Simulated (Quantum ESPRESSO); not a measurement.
# AlN(11-20), stepped through the number of layers, part 14 of 15

Wanted: a table for AlN(11-20) against the number of layers, and what can be fitted to it.

Quantum ESPRESSO 7.5; plane-wave DFT, PBE, GBRV ultrasoft pseudopotentials.

So far. Step 21 (Relaxation with pw.x, 6 layers): The relaxation lowers the energy by 65 meV an atom. Step 25 (Relaxing the ions, 7 layers): The relaxation lowers the energy by 56 meV an atom.

## 26. SCF with pw.x, 7 layers

m4.f0.in reads:

```
&control
  prefix = 'm4.f0'
  outdir = './out'
  pseudo_dir = './pseudo'
  calculation = 'scf'
  tprnfor = .true.
  tefield = .true.
  dipfield = .true.
/
&system
  ibrav = 0
  nat = 28
  ntyp = 2
  ecutwfc = 40
  ecutrho = 200
  occupations = 'fixed'
  edir = 3
  emaxpos = 0.97
  eopreg = 0.04
  eamp = 0.0
  nbnd = 60
/
&electrons
  conv_thr = 1e-09
  mixing_beta = 0.4
  electron_maxstep = 120
  mixing_mode = 'plain'
/
ATOMIC_SPECIES
  Al  26.9815  al_pbe_v1.uspp.F.UPF
  N   14.0070  n_pbe_v1.2.uspp.F.UPF
CELL_PARAMETERS angstrom
  5.42440360500000 0.00000000000000 0.00000000000000
  0.00000000000000 5.02318495200000 0.00000000000000
  0.00000000000000 0.00000000000000 25.40484068213099
ATOMIC_POSITIONS crystal
  Al  0.364263428800 0.019007749100 0.322775417600
  Al  0.635736571200 0.519007749100 0.322775417600
  N   0.332866234800 0.373251656500 0.315447114400
  N   0.667133765200 0.873251656500 0.315447114400
  Al  0.835366504100 -0.002824211300 0.374742845500
  Al  0.164633495900 0.497175788700 0.374742845500
  N   0.833503044100 0.378200440200 0.376343480400
  N   0.166496955900 0.878200440200 0.376343480400
  Al  0.334430795900 -0.000948726900 0.438729147900
  Al  0.665569204100 0.499051273100 0.438729147900
  N   0.331435141500 0.380955149700 0.438175672200
  N   0.668564858500 0.880955149700 0.438175672200
  Al  0.833574909100 -0.001344675200 0.500000000000
  Al  0.166425090900 0.498655324800 0.500000000000
  N   0.833102388600 0.380060560600 0.500000000000
  N   0.166897611400 0.880060560600 0.500000000000
  Al  0.334430795900 -0.000948726900 0.561270852100
  Al  0.665569204100 0.499051273100 0.561270852100
  N   0.331435141500 0.380955149700 0.561824327800
  N   0.668564858500 0.880955149700 0.561824327800
  Al  0.835366504100 -0.002824211300 0.625257154500
  Al  0.164633495900 0.497175788700 0.625257154500
  N   0.833503044100 0.378200440200 0.623656519600
  N   0.166496955900 0.878200440200 0.623656519600
  Al  0.364263428800 0.019007749100 0.677224582400
  Al  0.635736571200 0.519007749100 0.677224582400
  N   0.332866234800 0.373251656500 0.684552885600
  N   0.667133765200 0.873251656500 0.684552885600
K_POINTS automatic
  4 4 1 0 0 0
```

Launch:

```
> OMP_NUM_THREADS=1 mpirun -n 4 pw.x -nk 1 -in m4.f0.in > m4.f0.out
```

Output:

```text
[banner, memory and clock lines left out]
Program PWSCF v.7.5 starts
[...]
number of electrons       =       112.00
     number of Kohn-Sham states=           60
     kinetic-energy cutoff     =      40.0000  Ry
     charge density cutoff     =     200.0000  Ry
[...]
number of k points=    10
[...]
Dense  grid:   223169 G-vectors     FFT dimensions: (  48,  45, 225)
[...]
negative rho (up, down):  5.087E-04 0.000E+00
[...]
Starting wfcs are  112 randomized atomic wfcs
[...]
negative rho (up, down):  5.657E-04 0.000E+00
[...]
estimated scf accuracy    <       9.73992031 Ry
[...]
negative rho (up, down):  8.528E-04 0.000E+00
[...]
estimated scf accuracy    <       0.33492494 Ry
[...]
negative rho (up, down):  1.150E-03 0.000E+00
[...]
estimated scf accuracy    <       0.11523322 Ry
[...]
negative rho (up, down):  1.348E-03 0.000E+00
[...]
estimated scf accuracy    <       0.02251024 Ry
[...]
negative rho (up, down):  1.415E-03 0.000E+00
[...]
estimated scf accuracy    <       0.00385861 Ry
[...]
negative rho (up, down):  1.454E-03 0.000E+00
[...]
estimated scf accuracy    <       0.00020195 Ry
[...]
negative rho (up, down):  1.481E-03 0.000E+00
[...]
estimated scf accuracy    <       0.00005373 Ry
[...]
negative rho (up, down):  1.497E-03 0.000E+00
[...]
estimated scf accuracy    <       0.00001943 Ry
[...]
negative rho (up, down):  1.506E-03 0.000E+00
[...]
estimated scf accuracy    <       0.00000647 Ry
[...]
negative rho (up, down):  1.512E-03 0.000E+00
[...]
estimated scf accuracy    <       0.00000427 Ry
[...]
negative rho (up, down):  1.515E-03 0.000E+00
[...]
estimated scf accuracy    <       0.00000014 Ry
[...]
negative rho (up, down):  1.517E-03 0.000E+00
[...]
Total length         46.0879 bohr
[...]
estimated scf accuracy    <       0.00000002 Ry
[...]
negative rho (up, down):  1.520E-03 0.000E+00
[...]
Computed dipole along edir(3) :
        Dipole               -0.0001 Ry au,         -0.0002 Debye
        Dipole field         -0.0000 Ry au,
        Potential amp.        0.0000 Ry
        Total length         46.0879 bohr
[...]
highest occupied, lowest unoccupied level (ev):    -0.2314    2.7279
!    total energy              =    -378.15899491 Ry
     estimated scf accuracy    <          3.8E-10 Ry
[...]
one-electron contribution =   -4275.80496395 Ry
     hartree contribution      =    2179.43520142 Ry
     xc contribution           =    -137.81630661 Ry
     ewald contribution        =    1856.02707424 Ry
     electric field correction =       0.00000000 Ry
     convergence has been achieved in  13 iterations
     negative rho (up, down):  1.520E-03 0.000E+00
[...]
Total force =     0.000358     Total SCF correction =     0.000035
[...]
```

Wall time 2.1 min (4 MPI ranks of Arm Neoverse V1, shared host); peak memory 0.82 GiB.

Numbers from this step:

```
free energy                          : -5145.1152 eV
dipole along the normal              : -4.16e-5 e·Å
conduction bottom, on the run's zero : 2.728 eV
gap by band count                    : 2.959 eV
```

## 27. Ground state, 7 layers: field 0.1 V/Å

m4.f1.in is the input of step 26 with these lines changed:

```diff
@@ -1,3 +1,3 @@
 &control
-  prefix = 'm4.f0'
+  prefix = 'm4.f1'
   outdir = './out'
@@ -19,3 +19,3 @@
   eopreg = 0.04
-  eamp = 0.0
+  eamp = 0.00194469
   nbnd = 60
@@ -27,2 +27,3 @@
   mixing_mode = 'plain'
+  startingpot = 'file'
 /
```

Launch:

```
> cp -r out/m4.f0.save out/m4.f1.save
> OMP_NUM_THREADS=1 mpirun -n 4 pw.x -nk 1 -in m4.f1.in > m4.f1.out
```

Output:

```text
[banner, memory and clock lines left out]
Program PWSCF v.7.5 starts
[...]
number of electrons       =       112.00
     number of Kohn-Sham states=           60
     kinetic-energy cutoff     =      40.0000  Ry
     charge density cutoff     =     200.0000  Ry
[...]
number of k points=    10
[...]
Dense  grid:   223169 G-vectors     FFT dimensions: (  48,  45, 225)
[...]
The initial density is read from file :
[...]
negative rho (up, down):  1.520E-03 0.000E+00
[...]
Starting wfcs are  112 randomized atomic wfcs
[...]
negative rho (up, down):  1.520E-03 0.000E+00
[...]
estimated scf accuracy    <       0.00902392 Ry
[...]
negative rho (up, down):  1.520E-03 0.000E+00
[...]
estimated scf accuracy    <       0.00652802 Ry
[...]
negative rho (up, down):  1.520E-03 0.000E+00
[...]
estimated scf accuracy    <       0.00009945 Ry
[...]
negative rho (up, down):  1.520E-03 0.000E+00
[...]
estimated scf accuracy    <       0.00005952 Ry
[...]
negative rho (up, down):  1.519E-03 0.000E+00
[...]
estimated scf accuracy    <       0.00001427 Ry
[...]
negative rho (up, down):  1.519E-03 0.000E+00
[...]
estimated scf accuracy    <       0.00000177 Ry
[...]
negative rho (up, down):  1.519E-03 0.000E+00
[...]
estimated scf accuracy    <       0.00000205 Ry
[...]
negative rho (up, down):  1.519E-03 0.000E+00
[...]
estimated scf accuracy    <       0.00000004 Ry
[...]
negative rho (up, down):  1.519E-03 0.000E+00
[...]
estimated scf accuracy    <       0.00000004 Ry
[...]
negative rho (up, down):  1.519E-03 0.000E+00
[...]
estimated scf accuracy    <          2.1E-09 Ry
[...]
negative rho (up, down):  1.519E-03 0.000E+00
[...]
estimated scf accuracy    <          3.7E-09 Ry
[...]
negative rho (up, down):  1.519E-03 0.000E+00
[...]
Computed dipole along edir(3) :
        Dipole                0.2708 Ry au,          0.6883 Debye
        Dipole field          0.0007 Ry au,
        E field amplitude [Ha a.u.]:  1.9447E-03
        Potential amp.        0.1121 Ry
        Total length         46.0879 bohr
[...]
highest occupied, lowest unoccupied level (ev):    -0.1856    2.7128
!    total energy              =    -378.15952183 Ry
     estimated scf accuracy    <          3.5E-10 Ry
[...]
one-electron contribution =   -4275.80122543 Ry
     hartree contribution      =    2179.43167184 Ry
     xc contribution           =    -137.81618653 Ry
     ewald contribution        =    1856.02707424 Ry
     electric field correction =      -0.00085596 Ry
     convergence has been achieved in  12 iterations
     negative rho (up, down):  1.519E-03 0.000E+00
[...]
Total force =     0.010547     Total SCF correction =     0.000056
[...]
```

Elapsed: 2.1 min, on 4 MPI ranks; peak memory 0.82 GiB; 8.3 min of CPU time.

This step gave:

```
free energy                          : -5145.1224 eV
dipole along the normal              : 0.1433 e·Å
valence top, on the run's zero       : -0.1856 eV
conduction bottom, on the run's zero : 2.713 eV
gap by band count                    : 2.898 eV
```

[end of part 14 of 15]

[Logs are printed without paths, hosts, clocks, repeated set-up lines and the standing remarks that a program may print on its own settings, such as how far it seeks lower states.]

[Hosts, paths, dates, database ids (printed as entryN), source tags and the programs' standing remarks are cut or masked in the printed files.]

[Maps of the electrostatic potential energy from Ansatz leave out the sawtooth potential of an applied field or a dipole correction, so their vacuum need not be flat; planar profiles and work functions include it.]
